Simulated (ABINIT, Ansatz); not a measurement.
Planning a run of ABINIT 10.8.3 on MgO (Periclase). The input:

```
acell 3*1.0 Angstrom
rprim 
  -0.000000000000 2.108500000000 2.108500000000
  2.108500000000 0.000000000000 2.108500000000
  2.108500000000 2.108500000000 0.000000000000
ntypat 2
znucl 12 8
natom 2
typat 1 2
xred 
  0.000000000000 0.000000000000 0.000000000000
  0.500000000000 0.500000000000 0.500000000000
pp_dirpath "pseudos"
pseudos "Mg.upf, O.upf"
ecut 38
ngkpt 12 12 12
nshiftk 1
shiftk 0.11 0.21 0.31
kptopt 3
chksymbreak 0
iscf -2
irdden 1
istwfk *1
nband 22
nbdbuf 4
tolwfr 1e-09
nstep 60
prtvol 0
indata_prefix "in"
outdata_prefix "out"
tmpdata_prefix "tmp"
```

The database entry behind the starting cell differs from later determinations by our own check (about 0.1 % long), so it need not match the best structure at ambient conditions.

```sh
OMP_NUM_THREADS=1 mpirun -n 4 abinit run.abi > log
```

**Question.** Estimate wall time and host memory on 4 MPI ranks of Arm Neoverse V1, shared host.

It took 2 min; on shared hardware allow 60 s to 4 min. Peak host memory was 1.1 GiB.

[Paths, hosts, dates, memory and timing lines, banners, echoed tables and standing remarks are left out of the program output.]

[Logs are printed without paths, hosts, clocks, repeated set-up lines and the standing remarks that a program may print on its own settings, such as how far it seeks lower states.]

[Runs of the session that timed out or met a known fault of the program may be left out.]

[Hosts, paths, dates, database ids (printed as entryN), source tags and the programs' standing remarks are cut or masked in the printed files.]

[G0W0 gaps are taken among the corrected bands and points alone; a level outside them can change the order at an edge.]

[Where Ansatz stands beside ABINIT at settings called matched, ABINIT's density can come from a denser mesh and the files from another edition; pairs whose starting gaps differed by over 0.03 eV were left out, so agreement reads better than it is.]
